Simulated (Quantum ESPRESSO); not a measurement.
# LuAs (Fm-3m): zone-centre phonons

Aim: the zone-centre modes of LuAs (Fm-3m).

Calculated with Quantum ESPRESSO 7.5; DFT LDA, scalar-relativistic, plane waves, JTH PAW pseudopotentials.

Report form: the programs' logs are mostly left out.

**1. Set-up**

It takes space group Fm-3m (No. 225, cubic). The conventional cell has a = 5.676 Å, b = 5.676 Å, c = 5.676 Å, α = 90.00°, β = 90.00°, γ = 90.00°. Lu has 6 As at 2.84 Å nearest. As has 6 Lu at 2.84 Å nearest. Farther neighbours are not listed.

**2. A probe with smearing**

Before anything dear is run, a loose run with smearing shows whether this is a metal and how far the cell is from rest.

probe.in reads:

```
&control
   calculation = 'scf'
   prefix = 'x'
   outdir = './tmp'
   pseudo_dir = './pseudo'
   tprnfor = .true.
   tstress = .true.
   verbosity = 'high'
/
&system
   ibrav = 0
   nat = 2
   ntyp = 2
   ecutwfc = 40.0
   ecutrho = 200.0
   occupations = 'smearing'
   smearing = 'gaussian'
   degauss = 0.01
/
&electrons
   conv_thr = 1.0d-07
   mixing_beta = 0.7
   electron_maxstep = 100
/
ATOMIC_SPECIES
 Lu    174.9668  Lu.upf
 As     74.9216  As.upf
CELL_PARAMETERS angstrom
     0.000000000    2.838190747    2.838190747
     2.838190747    0.000000000    2.838190747
     2.838190747    2.838190747    0.000000000
ATOMIC_POSITIONS crystal
 Lu     0.500000000   0.500000000   0.500000000
 As     0.000000000   0.000000000   0.000000000
K_POINTS automatic
 6 6 6 0 0 0
```

Command:

```sh
$ OMP_NUM_THREADS=1 mpirun -n 4 pw.x -nk 4 -in probe.in > probe.out
```

Wall time 10 s (4 MPI ranks of Arm Neoverse V1, shared host).

This step gave:

```yaml
volume_per_atom: 22.86 Å³
pressure: -3.965 GPa
gap_on_the_k_mesh: 0 eV
```

No gap opens on this mesh, so smearing is kept; the start stands at -4.0 GPa.

**3. Relaxing the cell and atoms**

The relaxation runs at a cutoff a fifth above that of the response, since stress converges more slowly with the basis than frequencies do. Forces and stress are brought to rest with tight thresholds.

relax.in reads:

```
&control
   calculation = 'vc-relax'
   prefix = 'x'
   outdir = './tmp'
   pseudo_dir = './pseudo'
   tprnfor = .true.
   tstress = .true.
   forc_conv_thr = 2.0d-05
   etot_conv_thr = 1.0d-07
   nstep = 40
/
&system
   ibrav = 0
   nat = 2
   ntyp = 2
   ecutwfc = 48
   ecutrho = 240.0
   occupations = 'smearing'
   smearing = 'mv'
   degauss = 0.02
/
&electrons
   conv_thr = 1.0d-11
   mixing_beta = 0.7
   electron_maxstep = 100
/
&ions
/
&cell
   press_conv_thr = 0.2
/
ATOMIC_SPECIES
 Lu    174.9668  Lu.upf
 As     74.9216  As.upf
CELL_PARAMETERS angstrom
     0.000000000    2.838190747    2.838190747
     2.838190747    0.000000000    2.838190747
     2.838190747    2.838190747    0.000000000
ATOMIC_POSITIONS crystal
 Lu     0.500000000   0.500000000   0.500000000
 As     0.000000000   0.000000000   0.000000000
K_POINTS automatic
 10 10 10 0 0 0
```

Command:

```sh
$ OMP_NUM_THREADS=1 mpirun -n 4 pw.x -nk 4 -in relax.in > relax.out
```

It took 4.4 min on 4 MPI ranks; 17 min of CPU time.

Step by step:

```
step  energy less that of the first step (eV)  largest force (eV/Å)  pressure (GPa)  volume (Å³)
   1                                   0.0000                0.0000           -5.63        45.73
   2                                  -0.0368                0.0000           -3.39        44.43
   3                                  -0.0551                0.0000            0.33        42.59
   4                                  -0.0553                0.0000           -0.02        42.75
   5                                  -0.0553                0.0000            0.00        42.74
   6                                  -0.0519                0.0000           -0.10        42.74
```

```
conventional cell, symmetrised  before  after  change
                         a (Å)   5.676  5.550  -2.2 %
                         b (Å)   5.676  5.550  -2.2 %
                         c (Å)   5.676  5.550  -2.2 %
              volume (Å³/atom)   22.86  21.37  -6.5 %
```

The relaxed structure:

```
Lu As
1.0
     0.00000    2.77502    2.77502
     2.77502    0.00000    2.77502
     2.77502    2.77502    0.00000
Lu As
1 1
Cartesian
  2.7750 2.7750 2.7750
  0.0000 0.0000 0.0000
```

The last row of the table of steps is pw.x's closing run on a basis chosen anew for the final cell, so its energy can jump.

Numbers from this step:

```
volume per atom : 21.37 Å³
pressure        : -0.09900 GPa
```

The volume changes by -6.5 % from the cell with which this run began.

**4. Self-consistent run for the response**

The response is built on this ground state, so it is converged far tighter than an energy would need. Smearing stays on, as the first look found no gap above 0.3 eV.

scf.in reads:

```
&control
   calculation = 'scf'
   prefix = 'x'
   outdir = './tmp'
   pseudo_dir = './pseudo'
   tprnfor = .true.
   tstress = .true.
/
&system
   ibrav = 0
   nat = 2
   ntyp = 2
   ecutwfc = 40.0
   ecutrho = 200.0
   occupations = 'smearing'
   smearing = 'mv'
   degauss = 0.02
/
&electrons
   conv_thr = 1.0d-12
   mixing_beta = 0.7
   electron_maxstep = 100
/
ATOMIC_SPECIES
 Lu    174.9668  Lu.upf
 As     74.9216  As.upf
CELL_PARAMETERS angstrom
     0.000000000    2.775019563    2.775019563
     2.775019563    0.000000000    2.775019563
     2.775019563    2.775019563    0.000000000
ATOMIC_POSITIONS crystal
 Lu     0.500000000   0.500000000   0.500000000
 As     0.000000000   0.000000000   0.000000000
K_POINTS automatic
 10 10 10 0 0 0
```

Command:

```sh
$ OMP_NUM_THREADS=1 mpirun -n 4 pw.x -nk 4 -in scf.in > scf.out
```

It took 24 s on 4 MPI ranks; 94 s of CPU time.

This step gave:

| Item | Value |
| --- | --- |
| pressure | -0.25 GPa |

The cell stands at -0.25 GPa, close enough for stiff modes, while soft ones can move.

**5. Linear response at Γ**

At q = 0 one unit cell holds all displacements; symmetry groups them into irreducible representations that are solved one by one. With smeared occupations no response to a homogeneous field can be asked.

ph.in reads:

```
phonons
&inputph
   prefix = 'x'
   outdir = './tmp'
   fildyn = 'g.dyn'
   tr2_ph = 1.0d-18
   alpha_mix(1) = 0.4
   nmix_ph = 8
/
0.000000000000 0.000000000000 0.000000000000
```

Command:

```sh
$ OMP_NUM_THREADS=1 mpirun -n 4 ph.x -nk 4 -in ph.in > ph.out
```

The job ended after 5.1 min (4 MPI ranks; 20 min of CPU time).

Read from the output:

```yaml
largest_acoustic_frequency_at_the_zone_centre_before_the_sum_rule: -2.72 cm⁻¹
highest_optical_zone_centre_mode_no_lo_to_term: 187.7 cm⁻¹
lowest_optical_zone_centre_mode: 187.7 cm⁻¹
```

The acoustic modes at Γ come out as far as 2.7 cm⁻¹ from zero, where they should vanish, a small numerical error.

**6. Modes with the sum rule**

A rigid shift of the crystal must cost nothing, but grids and finite bases break this; the acoustic sum rule is imposed before the matrix is diagonalised again.

dynmat.in reads:

```
&input
   fildyn = 'g.dyn'
   asr = 'simple'
   fileig = 'dynmat.eig'
/
```

Command:

```sh
$ dynmat.x -in dynmat.in > dynmat.out
```

It took 0.48 s on 1 thread.

Unit eigenvectors of the mass-weighted matrix after the sum rule; no LO-TO term. The modes at Γ (shares of kinetic energy by element, %):

```
mode  frequency (cm⁻¹)  symmetry  Lu %  As %
   1               0.0  acoustic    70    30
   2               0.0  acoustic    70    30
   3               0.0  acoustic    70    30
   4             187.7       T1u    30    70
   5             187.7       T1u    30    70
   6             187.7       T1u    30    70
```

Displacements in mode 5 (187.7 cm⁻¹), the largest set to 1:
```
Lu1  0.00  0.00 -0.43
As2  0.00  0.00  1.00
```

The rule moves no optical mode by more than 0.1 cm⁻¹.

**7. Sum rules set otherwise (asr no)**

Without the rule the raw error of the acoustic modes shows.

dynmat.in reads:

```
&input
   fildyn = 'g.dyn'
   asr = 'no'
   fileig = 'dynmat.eig'
/
```

Command:

```sh
$ dynmat.x -in dynmat.in > dynmat.out
```

Elapsed: 0.47 s, on 1 thread.

Zone-centre frequencies as printed; negative means imaginary. Modes:

```
mode  frequency (cm⁻¹)
   1             -2.72
   2             -2.72
   3             -2.72
   4             187.7
   5             187.7
   6             187.7
```

Against the first rule no mode moves by more than 2.8 cm⁻¹.

**8. Sum rules set otherwise (asr crystal)**

The rule can be imposed in more than one way; the choices should agree where the raw error is small.

dynmat.in reads:

```
&input
   fildyn = 'g.dyn'
   asr = 'crystal'
   fileig = 'dynmat.eig'
/
```

Command:

```sh
$ dynmat.x -in dynmat.in > dynmat.out
```

It took 0.47 s on 1 thread.

Zone-centre frequencies as printed; negative means imaginary. Modes:

```
mode  frequency (cm⁻¹)
   1                 0
   2                 0
   3                 0
   4             187.7
   5             187.7
   6             187.7
```

Against the first rule no mode moves by more than 0.1 cm⁻¹.

**9. Summary of results**

```
space group after relaxation                                           : Fm-3m
volume per atom                                                        : 21.4 Å³
highest optical zone-centre mode (no LO-TO term)                       : 187.7 cm⁻¹
imaginary optical modes at the zone centre (no q mesh in this session) : none
```

**Reading.** At the LDA level the optical modes of LuAs (Fm-3m) at the zone centre lie at 188 cm⁻¹. These are harmonic frequencies at zero temperature: anharmonic shifts and linewidths and thermal expansion are left out. Spin-orbit coupling is left out, which can matter for the heavy elements here. In a metal the frequencies hang on the k mesh and the smearing, most of all near Kohn anomalies. The structure comes from a database and need not be the phase that is stable at ambient conditions.

[Host names and launcher messages were left out of these logs when they were recorded.]

[Logs are printed without paths, hosts, clocks, repeated set-up lines and the standing remarks that a program may print on its own settings, such as how far it seeks lower states.]

[Hosts, paths, dates, database ids (printed as entryN), source tags and the programs' standing remarks are cut or masked in the printed files.]
